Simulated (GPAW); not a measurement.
# How the form of the self-energy moves the gap of Zn2CdS3 (ordered alloy, started on the zincblende lattice) (P3m1)

Wanted: the gap of Zn2CdS3 (ordered alloy, started on the zincblende lattice) (P3m1) under several approximations, with cost.

Main program and level: GPAW 26.7.0; LDA and many-body steps on it, plane waves.

The structure was built from a prototype and need not be the compound's stable phase.

### Step 1. The structure

The structure is trigonal, space group P3m1 (No. 156). Conventional cell: a = 3.832 Å, b = 3.832 Å, c = 9.505 Å, α = 90.00°, β = 90.00°, γ = 120.00°. Nearest to Zn lie 4 S at 2.28 to 2.32 Å. Nearest to S lie 4 Zn at 2.29 to 2.32 Å. Zn has 4 S at 2.29 to 2.33 Å nearest. Nearest to S lie 3 Zn at 2.33 Å and 1 Cd at 2.47 Å. Cd has 4 S at 2.44 to 2.47 Å nearest. Nearest to S lie 1 Zn at 2.28 Å and 3 Cd at 2.44 Å. Farther neighbours and most contacts between anions are not listed.

As a file:

```xyz
6
Lattice="3.8319 0.0000 0.0000 -1.9160 3.3185 0.0000 0.0000 0.0000 9.5054" Properties=species:S:1:pos:R:3 pbc="T T T"
Zn    0.0000    0.0000    9.4169
S     1.9160    1.1062    8.7048
Zn    1.9160    1.1062    6.4143
S     0.0000    2.2124    5.6947
Cd    0.0000    2.2124    3.2243
S     0.0000    0.0000    2.1901
```

The structure was relaxed with LDA. The structure type comes from a generator and need not be one that this composition takes. The runs that relaxed it are not among those shown.

### Step 2. Empty states on the mesh, 3×3×2 mesh, 416 bands

This step: GPAW 26.7.0; DFT, LDA, plane waves, PAW.

The sums over transitions need many empty states on a uniform mesh; this step solves for them.

run.py reads:

```python
import json
import numpy as np
from gpaw.mpi import world
from gpaw import GPAW

calc = GPAW('gs.gpw').fixed_density(kpts={'size': (3, 3, 2), 'gamma': True},
    parallel={'domain': 1, 'band': 1},
    txt='nscf.txt')
calc.diagonalize_full_hamiltonian(nbands=416)
calc.write('full.gpw', mode='all')
res = {}
kpts = calc.get_ibz_k_points()
res['kpts'] = kpts
res['eigenvalues'] = [calc.get_eigenvalues(kpt=k) for k in range(len(kpts))]
res['n_electrons'] = calc.get_number_of_electrons()

if world.rank == 0:
    with open('result.json', 'w') as f:
        json.dump(res, f, default=lambda x: x.tolist())
```

Started as:

```sh
> mpirun -n 4 gpaw python run.py
```

Numbers of over 12 decimals in the logs are rounded to 6 here.

What it wrote:

```text
Diagonalizing LCAO Hamiltonian
Converting LCAO to pw mode
convergence criteria:
- Maximum integral of absolute [eigenst]ate change: 4e-08 eV^2 / valence electron
maximum number of iterations: 100

SCF iterations
|iter     |     time |      energy | eigst |  dens |
|iter:   1|  |             | +1.43 |       |
|iter:   2|  |             | +0.72 |       |
|iter:   3|  |             | +0.13 |       |
[...]
|iter:  48|  |             | -5.05 |       |
|iter:  49|  |             | -5.10 |       |
[... further lines of this kind ...]
|iter:  81|  |             | -7.56c|       |
SCF steps: 81
  __  _  _
 | _ |_)|_||  |
 |__||  | ||/\| - 26.7.0

Input parameters:
  mode=PW(ecut=600.0),
  convergence={'density': 1e-06, 'bands': -3},
  gpts=array([24, 24, 54]),
  kpts=MonkhorstPack(size=(3, 3, 2), gamma=True),
  maxiter=100,
  nbands=36,
  occupations=Occupations(name='fermi-dirac', width=0.001, fixmagmom=False),
  parallel={'domain': 1, 'band': 1},
  xc=XC(name='LDA')
Matrix size: 4063x4063
# Writing to full.gpw (mode='all')
  [... matrices ...]

timing:  # [seconds]
  Total: 133.427  # ━━━━━━━━━━━━━━━━━━━━━━━━━━━━━━━━━━━━━━━━━━━━━━━━━━━━━━━━━
```

Run time: 2.8 min. Hardware: 4 MPI ranks of Arm Neoverse V1, shared host; peak memory 5.4 GiB; 11 min of CPU time.

This step gave:

* gap: 1.406 eV
* k of the valence top: 0, 0, 0
* k of the conduction bottom: 0, 0, 0
* least direct gap: 1.406 eV
* k points computed: 6
* lowest point of the top converged band, above the valence top: 115.0470 eV

On this mesh the gap is 1.406 eV.

### Step 3. G0W0, Godby-Needs plasmon pole

G0W0 replaces the xc potential by the self-energy, built once from these orbitals. Only a window of levels is corrected, while the sums run over the empty bands that the input names.

This step: G0W0 on LDA, plane waves, PAW.

run.py reads:

```python
import json
import numpy as np
from gpaw.mpi import world
from gpaw.response.g0w0 import G0W0

gw = G0W0('full.gpw',
    filename='gw',
    kpts=[0],
    bands=(25, 29),
    ecut=78,
    nbands=189,
    integrate_gamma='WS',
    ppa=True)
gw.calculate()
res = {mode: {k: v for k, v in r.items() if k != 'sigma_eskwn'}
       for mode, r in gw.all_results.items()}

if world.rank == 0:
    with open('result.json', 'w') as f:
        json.dump(res, f, default=lambda x: x.tolist())
```

Started as:

```sh
> mpirun -n 4 gpaw python run.py
```

What it wrote:

```text
Using integrator: PointIntegrator
FrequencyGridDescriptor(from 0.000+0.000j to 0.000+27.211j eV, 2 points)
Nonperiodic BCs:  [False False False]
Using integrator: PointIntegrator
FrequencyGridDescriptor(from 0.000+0.000j to 0.000+27.211j eV, 2 points)
Nonperiodic BCs:  [False False False]
  ___  _ _ _
 |   || | | |
 | | || | | |
 |__ ||_____|
 |___|

BZ k-points: Symmetries present (total): 6

  [... matrices ...]
18 k-points: 3 x 3 x 2 Monkhorst-Pack grid + [0.000000,0.000000,1/4]
6 k-points in the irreducible part of the Brillouin zone
       k-points in crystal coordinates                weights
   0:     0.00000000    0.00000000    0.00000000          1/18
   1:     0.00000000    0.00000000    0.50000000          1/18
   2:     0.33333333    0.00000000    0.00000000          6/18
   3:     0.33333333    0.00000000    0.50000000          6/18
   4:     0.33333333    0.33333333    0.00000000          2/18
   5:     0.33333333    0.33333333    0.50000000          2/18

Distributing spins, k-points and bands (1 x 1 x 4) over 4 processes
Number of blocks: 1

Quasi particle states:
k-points (IBZ indices): [0]
Band range: (25, 29)
  [... matrices ...]
Computational parameters:
Plane wave cut-off: 78 eV
Number of bands: 189
Coulomb cutoff: None
Broadening: 0.1 eV

fxc modes: GW
Kernel: RPA
Using Godby-Needs plasmon-pole approximation:
  Fitting energy: i*E0, E0 = 1.000 Hartree
Summing all q:

Calculating screened Coulomb potential
No Coulomb truncation
FrequencyGridDescriptor(from 0.000+0.000j to 0.000+27.211j eV, 2 points)
Removing empty qpoint cache files...

Calculating chi0 body with:
    Ground state adapter containing:
    Number of spins: 1
    Number of kpoints: 18
    Number of irreducible kpoints: 6
    Number of completely occupied states: 27
    Number of partially occupied states: 27
    Occupied states memory: 12.814453125 M / cpu

    Linear response parametrization:
    q_c: [0.0, 0.0, 0.0]
    Number of frequency points: 2
    Planewave cutoff: 78.0
    Number of bands: 189
    Number of planewaves: 187
    Broadening (eta): 1e-06
    comm.size: 4
    kncomm.size: 4
    blockcomm.size: 1

    Memory estimate of potentially large arrays:
        chi0_wGG: 1.067169 M / cpu
Integrating chi0 body.

Symmetries of q_c:
    Direct symmetries (Uq -> q): 6
    Indirect symmetries (TUq -> q): 6
In total 12 allowed symmetries.

  [... matrices ...]
6 groups of equivalent kpoints. 66.666667% reduction.

Integral kind: response function
Integrating chi0 head and wings.

Symmetries of q_c:
    Direct symmetries (Uq -> q): 6
    Indirect symmetries (TUq -> q): 6
In total 12 allowed symmetries.

  [... matrices ...]
6 groups of equivalent kpoints. 66.666667% reduction.

Integral kind: response function wings

Calculating chi0 body with:
    Ground state adapter containing:
    Number of spins: 1
    Number of kpoints: 18
    Number of irreducible kpoints: 6
    Number of completely occupied states: 27
    Number of partially occupied states: 27
    Occupied states memory: 12.814453125 M / cpu

[... the further q-points ...]

Results:
f:      Occupation numbers
eps:     KS-eigenvalues [eV]
vxc:     KS vxc [eV]
exx:     Exact exchange [eV]
sigma:   Self-energies [eV]
dsigma:  Self-energy derivatives
Z:       Renormalization factors
qp:      QP-energies [eV]

k-point 0 (0): (0.000, 0.000, 0.000)                GW
band       f     eps     vxc     exx   sigma  dsigma       Z      qp
                                                                   GW
  25   1.000   4.268 -19.242 -22.261   2.569  -0.272   0.786   3.915
  26   1.000   4.268 -19.242 -22.261   2.569  -0.272   0.786   3.915
  27   0.000   5.674 -13.849  -9.120  -3.633  -0.232   0.811   6.563
  28   0.000   7.013 -13.725  -8.526  -3.929  -0.235   0.810   8.042
```

Wall time 56 s (4 MPI ranks); peak memory 2 GiB.

This step gave:

* G0W0 gap on the points computed: 2.649 eV
* least direct G0W0 gap on the computed points: 2.649 eV
* Z at the valence top: 0.7861
* Z at the conduction bottom: 0.8114
* starting gap on the mesh: 1.406 eV
* k of the valence top: 0, 0, 0
* k of the conduction bottom: 0, 0, 0

The gap on the mesh goes from 1.41 eV to 2.65 eV, a correction of +1.24 eV.

### Step 4. One-shot HSE06

This step: one-shot HSE06 levels on LDA orbitals, plane waves, PAW.

run.py reads:

```python
import json
import numpy as np
from gpaw.mpi import world
from gpaw.hybrids.eigenvalues import non_self_consistent_eigenvalues

dft, vxc, vxc_hyb = non_self_consistent_eigenvalues('full.gpw', 'HSE06', 25, 29, kpt_indices=[0])
res = {'dft': dft[0], 'hybrid': (dft - vxc + vxc_hyb)[0]}
if world.rank == 0:
    with open('hybrid.txt', 'w') as f:
        for k, e0, e1 in zip([0], res['dft'], res['hybrid']):
            print(k, ' '.join(f'{x:9.4f}' for x in e0), '|', ' '.join(f'{x:9.4f}' for x in e1), file=f)

if world.rank == 0:
    with open('result.json', 'w') as f:
        json.dump(res, f, default=lambda x: x.tolist())
```

Started as:

```sh
> mpirun -n 4 gpaw python run.py
```

What it wrote:

```text
IBZ(<points: 6, symmetries: 6>)
Occupied bands: 27
Transforming wave functions from IBZ to BZ: 0.026 seconds
Distributing wave functions and iFFT-ing to real space: 0.219 seconds
Calculating eigenvalues:
  k-points: 1
  Bands: 25-28 (inclusive)
  Seconds: 0.569 (wave-function broadcasting: 0.010 seconds)
HSE06-eigenvalue shifts:
  min: -0.624 eV
  ave: 0.099 eV
  max: 0.865 eV
```

Elapsed: 3.9 s, on 4 MPI ranks; peak memory 0.46 GiB.

Numbers from this step:

```yaml
starting_gap_on_the_mesh: 1.406 eV
hybrid_gap_on_the_mesh: 2.809 eV
least_direct_hybrid_gap_on_the_computed_points: 2.809 eV
```

### Step 5. G0W0, extrapolated in the cutoff

This step: G0W0 on LDA, plane waves, PAW.

run.py reads:

```python
import json
import numpy as np
from gpaw.mpi import world
from gpaw.response.g0w0 import G0W0

gw = G0W0('full.gpw',
    filename='gw',
    kpts=[0],
    bands=(25, 29),
    ecut=130.0,
    integrate_gamma='WS',
    ppa=True,
    ecut_extrapolation=True)
gw.calculate()
res = {mode: {k: v for k, v in r.items() if k != 'sigma_eskwn'}
       for mode, r in gw.all_results.items()}

if world.rank == 0:
    with open('result.json', 'w') as f:
        json.dump(res, f, default=lambda x: x.tolist())
```

Started as:

```sh
> mpirun -n 4 gpaw python run.py
```

What it wrote:

```text
Using integrator: PointIntegrator
FrequencyGridDescriptor(from 0.000+0.000j to 0.000+27.211j eV, 2 points)
Nonperiodic BCs:  [False False False]
Using integrator: PointIntegrator
FrequencyGridDescriptor(from 0.000+0.000j to 0.000+27.211j eV, 2 points)
Nonperiodic BCs:  [False False False]
  ___  _ _ _
 |   || | | |
 | | || | | |
 |__ ||_____|
 |___|

BZ k-points: Symmetries present (total): 6

  [... matrices ...]
18 k-points: 3 x 3 x 2 Monkhorst-Pack grid + [0.000000,0.000000,1/4]
6 k-points in the irreducible part of the Brillouin zone
       k-points in crystal coordinates                weights
   0:     0.00000000    0.00000000    0.00000000          1/18
   1:     0.00000000    0.00000000    0.50000000          1/18
   2:     0.33333333    0.00000000    0.00000000          6/18
   3:     0.33333333    0.00000000    0.50000000          6/18
   4:     0.33333333    0.33333333    0.00000000          2/18
   5:     0.33333333    0.33333333    0.50000000          2/18

Distributing spins, k-points and bands (1 x 1 x 4) over 4 processes
Number of blocks: 1

Quasi particle states:
k-points (IBZ indices): [0]
Band range: (25, 29)
  [... matrices ...]
Computational parameters:
Extrapolating to infinite plane wave cut-off using points at:
  112.031 eV
  120.183 eV
  130.000 eV
Number of bands: 406
Coulomb cutoff: None
Broadening: 0.1 eV

fxc modes: GW
Kernel: RPA
Using Godby-Needs plasmon-pole approximation:
  Fitting energy: i*E0, E0 = 1.000 Hartree
Summing all q:

Calculating screened Coulomb potential
No Coulomb truncation
FrequencyGridDescriptor(from 0.000+0.000j to 0.000+27.211j eV, 2 points)
Removing empty qpoint cache files...

Calculating chi0 body with:
    Ground state adapter containing:
    Number of spins: 1
    Number of kpoints: 18
[...]
Number of partially occupied states: 27
    Occupied states memory: 12.814453125 M / cpu

    Linear response parametrization:
    q_c: [0.0, 0.0, 0.0]
    Number of frequency points: 2
    Planewave cutoff: 130.0
    Number of bands: 406
    Number of planewaves: 425
    Broadening (eta): 1e-06
    comm.size: 4
    kncomm.size: 4
    blockcomm.size: 1

    Memory estimate of potentially large arrays:
        chi0_wGG: 5.512238 M / cpu
Integrating chi0 body.

Symmetries of q_c:
    Direct symmetries (Uq -> q): 6
    Indirect symmetries (TUq -> q): 6
In total 12 allowed symmetries.

  [... matrices ...]
6 groups of equivalent kpoints. 66.666667% reduction.

Integral kind: response function
Integrating chi0 head and wings.

Symmetries of q_c:
    Direct symmetries (Uq -> q): 6
    Indirect symmetries (TUq -> q): 6
In total 12 allowed symmetries.

  [... matrices ...]
6 groups of equivalent kpoints. 66.666667% reduction.

Integral kind: response function wings

Calculating chi0 body with:
    Ground state adapter containing:
    Number of spins: 1
    Number of kpoints: 18
    Number of irreducible kpoints: 6
    Number of completely occupied states: 27
    Number of partially occupied states: 27
    Occupied states memory: 12.814453125 M / cpu

[... the further q-points ...]
Extrapolating selfenergy to infinite energy cutoff:
  Performing linear fit to 3 points
  Minimum R^2 = 0.9996. (R^2 Should be close to 1)
  [... matrices ...]
Results:
f:      Occupation numbers
eps:     KS-eigenvalues [eV]
vxc:     KS vxc [eV]
exx:     Exact exchange [eV]
sigma:   Self-energies [eV]
dsigma:  Self-energy derivatives
Z:       Renormalization factors
qp:      QP-energies [eV]

k-point 0 (0): (0.000, 0.000, 0.000)                GW
band       f     eps     vxc     exx   sigma  dsigma       Z      qp
                                                                   GW
  25   1.000   4.268 -19.242 -22.261   1.978  -0.284   0.779   3.457
  26   1.000   4.268 -19.242 -22.261   1.978  -0.284   0.779   3.457
  27   0.000   5.674 -13.849  -9.120  -4.190  -0.238   0.808   6.109
  28   0.000   7.013 -13.725  -8.526  -4.452  -0.240   0.807   7.616
```

It took 3.9 min on 4 MPI ranks; peak memory 3.1 GiB.

Numbers from this step:

- quasiparticle gap on the points computed: 2.652 eV
- least direct quasiparticle gap on the computed points: 2.652 eV
- Z at the valence top: 0.7788
- Z at the conduction bottom: 0.8075
- starting gap on the mesh: 1.406 eV
- k of the valence top: 0, 0, 0
- k of the conduction bottom: 0, 0, 0
- gaps at the cutoffs of the extrapolation: 2.652, 2.653, 2.652 eV

Against G0W0 in GPAW (3×3×2 mesh, 189 bands, screening to 78 eV, Godby-Needs plasmon pole), the gap moves by +0.003 eV.

### Step 6. One-shot Hartree-Fock

This step: one-shot Hartree-Fock levels on LDA orbitals, plane waves, PAW.

run.py reads:

```python
import json
import numpy as np
from gpaw.mpi import world
from gpaw.hybrids.eigenvalues import non_self_consistent_eigenvalues

dft, vxc, vxc_hyb = non_self_consistent_eigenvalues('full.gpw', 'EXX', 25, 29, kpt_indices=[0])
res = {'dft': dft[0], 'hybrid': (dft - vxc + vxc_hyb)[0]}
if world.rank == 0:
    with open('hybrid.txt', 'w') as f:
        for k, e0, e1 in zip([0], res['dft'], res['hybrid']):
            print(k, ' '.join(f'{x:9.4f}' for x in e0), '|', ' '.join(f'{x:9.4f}' for x in e1), file=f)

if world.rank == 0:
    with open('result.json', 'w') as f:
        json.dump(res, f, default=lambda x: x.tolist())
```

Started as:

```sh
> mpirun -n 4 gpaw python run.py
```

What it wrote:

```text
IBZ(<points: 6, symmetries: 6>)
Occupied bands: 27
Transforming wave functions from IBZ to BZ: 0.028 seconds
Distributing wave functions and iFFT-ing to real space: 0.218 seconds
Calculating eigenvalues:
  k-points: 1
  Bands: 25-28 (inclusive)
  Seconds: 0.700 (wave-function broadcasting: 0.010 seconds)
HSE06-eigenvalue shifts:
  min: -3.019 eV
  ave: 0.973 eV
  max: 5.199 eV
```

Wall time 3.8 s (4 MPI ranks); peak memory 0.45 GiB; 15 s of CPU time.

Numbers from this step:

```
starting gap on the mesh                       : 1.406 eV
hybrid gap on the mesh                         : 9.154 eV
least direct hybrid gap on the computed points : 9.154 eV
```

### Step 7. G0W0, full frequency, Hilbert transform

This step: G0W0 on LDA, plane waves, PAW.

run.py reads:

```python
import json
import numpy as np
from gpaw.mpi import world
from gpaw.response.g0w0 import G0W0

gw = G0W0('full.gpw',
    filename='gw',
    kpts=[0],
    bands=(25, 29),
    ecut=78,
    nbands=189,
    integrate_gamma='WS',
    frequencies={'type': 'nonlinear', 'domega0': 0.1, 'omega2': 15.0},
    eta=0.1,
    nblocksmax=True)
gw.calculate()
res = {mode: {k: v for k, v in r.items() if k != 'sigma_eskwn'}
       for mode, r in gw.all_results.items()}

if world.rank == 0:
    with open('result.json', 'w') as f:
        json.dump(res, f, default=lambda x: x.tolist())
```

Started as:

```sh
> mpirun -n 4 gpaw python run.py
```

What it wrote:

```text
Using integrator: PointIntegrator
NonLinearFrequencyDescriptor(from 0.000 to 76.710 eV, 247 points)
Nonperiodic BCs:  [False False False]
Using integrator: PointIntegrator
NonLinearFrequencyDescriptor(from 0.000 to 76.710 eV, 247 points)
Nonperiodic BCs:  [False False False]
  ___  _ _ _
 |   || | | |
 | | || | | |
 |__ ||_____|
 |___|

BZ k-points: Symmetries present (total): 6

  [... matrices ...]
18 k-points: 3 x 3 x 2 Monkhorst-Pack grid + [0.000000,0.000000,1/4]
6 k-points in the irreducible part of the Brillouin zone
[...]
Results:
f:      Occupation numbers
eps:     KS-eigenvalues [eV]
vxc:     KS vxc [eV]
exx:     Exact exchange [eV]
sigma:   Self-energies [eV]
dsigma:  Self-energy derivatives
Z:       Renormalization factors
qp:      QP-energies [eV]

k-point 0 (0): (0.000, 0.000, 0.000)                GW
band       f     eps     vxc     exx   sigma  dsigma       Z      qp
                                                                   GW
  25   1.000   4.268 -19.242 -22.261   2.551  -0.317   0.759   3.913
  26   1.000   4.268 -19.242 -22.261   2.551  -0.317   0.759   3.913
  27   0.000   5.674 -13.849  -9.120  -3.603  -0.280   0.781   6.554
  28   0.000   7.013 -13.725  -8.526  -3.892  -0.285   0.778   8.031
```

The job ended after 1.8 min (4 MPI ranks; peak memory 2.1 GiB).

This step gave:

```
G0W0 gap on the points computed              : 2.641 eV
least direct G0W0 gap on the computed points : 2.641 eV
starting gap on the mesh                     : 1.406 eV
k of the valence top                         : 0, 0, 0
k of the conduction bottom                   : 0, 0, 0
```

Against G0W0 in GPAW (3×3×2 mesh, 189 bands, screening to 78 eV, Godby-Needs plasmon pole), the gap moves by −0.007 eV.

### Step 8. Side by side

Times are wall times on 4 MPI ranks of Arm Neoverse V1, shared host, good to a factor of about two.

| run | mesh | bands | screening cutoff (eV) | DFT gap (eV) | gap on the mesh (eV) | direct (eV) | time |
| --- | --- | --- | --- | --- | --- | --- | --- |
| G0W0, Godby-Needs plasmon pole | 3×3×2 | 189 | 78 | 1.406 | 2.649 | 2.649 | 56 s |
| one-shot HSE06 | 3×3×2 | - | - | 1.406 | 2.809 | 2.809 | 3.9 s |
| G0W0, extrapolated in the cutoff | 3×3×2 | - | 130 | 1.406 | 2.652 | 2.652 | 3.9 min |
| one-shot Hartree-Fock | 3×3×2 | - | - | 1.406 | 9.154 | 9.154 | 3.8 s |
| G0W0, full frequency, Hilbert transform | 3×3×2 | 189 | 78 | 1.406 | 2.641 | 2.641 | 1.8 min |

### Step 9. Results

```json
{"G0W0, Godby-Needs plasmon pole": "2.649 eV", "one-shot HSE06": "2.809 eV", "G0W0, extrapolated in the cutoff": "2.652 eV", "one-shot Hartree-Fock": "9.154 eV", "G0W0, full frequency, Hilbert transform": "2.641 eV", "known limits": "not at the basis limit; no spin-orbit coupling; coarse k mesh"}
```

**Reading.** One-shot HSE06: +0.161 eV against G0W0, Godby-Needs plasmon pole. G0W0, extrapolated in the cutoff: +0.003 eV against G0W0, Godby-Needs plasmon pole, at other bands or cutoff, so not like for like. One-shot Hartree-Fock: +6.505 eV against G0W0, Godby-Needs plasmon pole. G0W0, full frequency, Hilbert transform: −0.007 eV against G0W0, Godby-Needs plasmon pole. Bare exchange alone opens the gap to 9.15 eV; against G0W0, correlation takes back 6.51 eV. One-shot hybrid levels are evaluated on the LDA orbitals. Bands and cutoff are finite, so the gap is not at the basis limit. The miss can reach some tenths of an eV and take either sign; the mesh is an error of its own. These stock PAW sets were not made for GW. In the G0W0 runs levels were corrected at 1 k point alone, so a gap called «on the mesh» is the least over those, and an edge elsewhere would be missed. The 3×3×2 mesh is coarse for this cell, which bears on the long-range parts of exchange and screening. The many-body steps are scalar-relativistic: spin-orbit coupling is not in them.

[Paths, hosts, dates, memory and timing lines, banners, echoed tables and standing remarks are left out of the program output.]

[Logs are printed without paths, hosts, clocks, repeated set-up lines and the standing remarks that a program may print on its own settings, such as how far it seeks lower states.]

[Runs of the session that timed out or met a known fault of the program may be left out.]

[Hosts, paths, dates, database ids (printed as entryN), source tags and the programs' standing remarks are cut or masked in the printed files.]
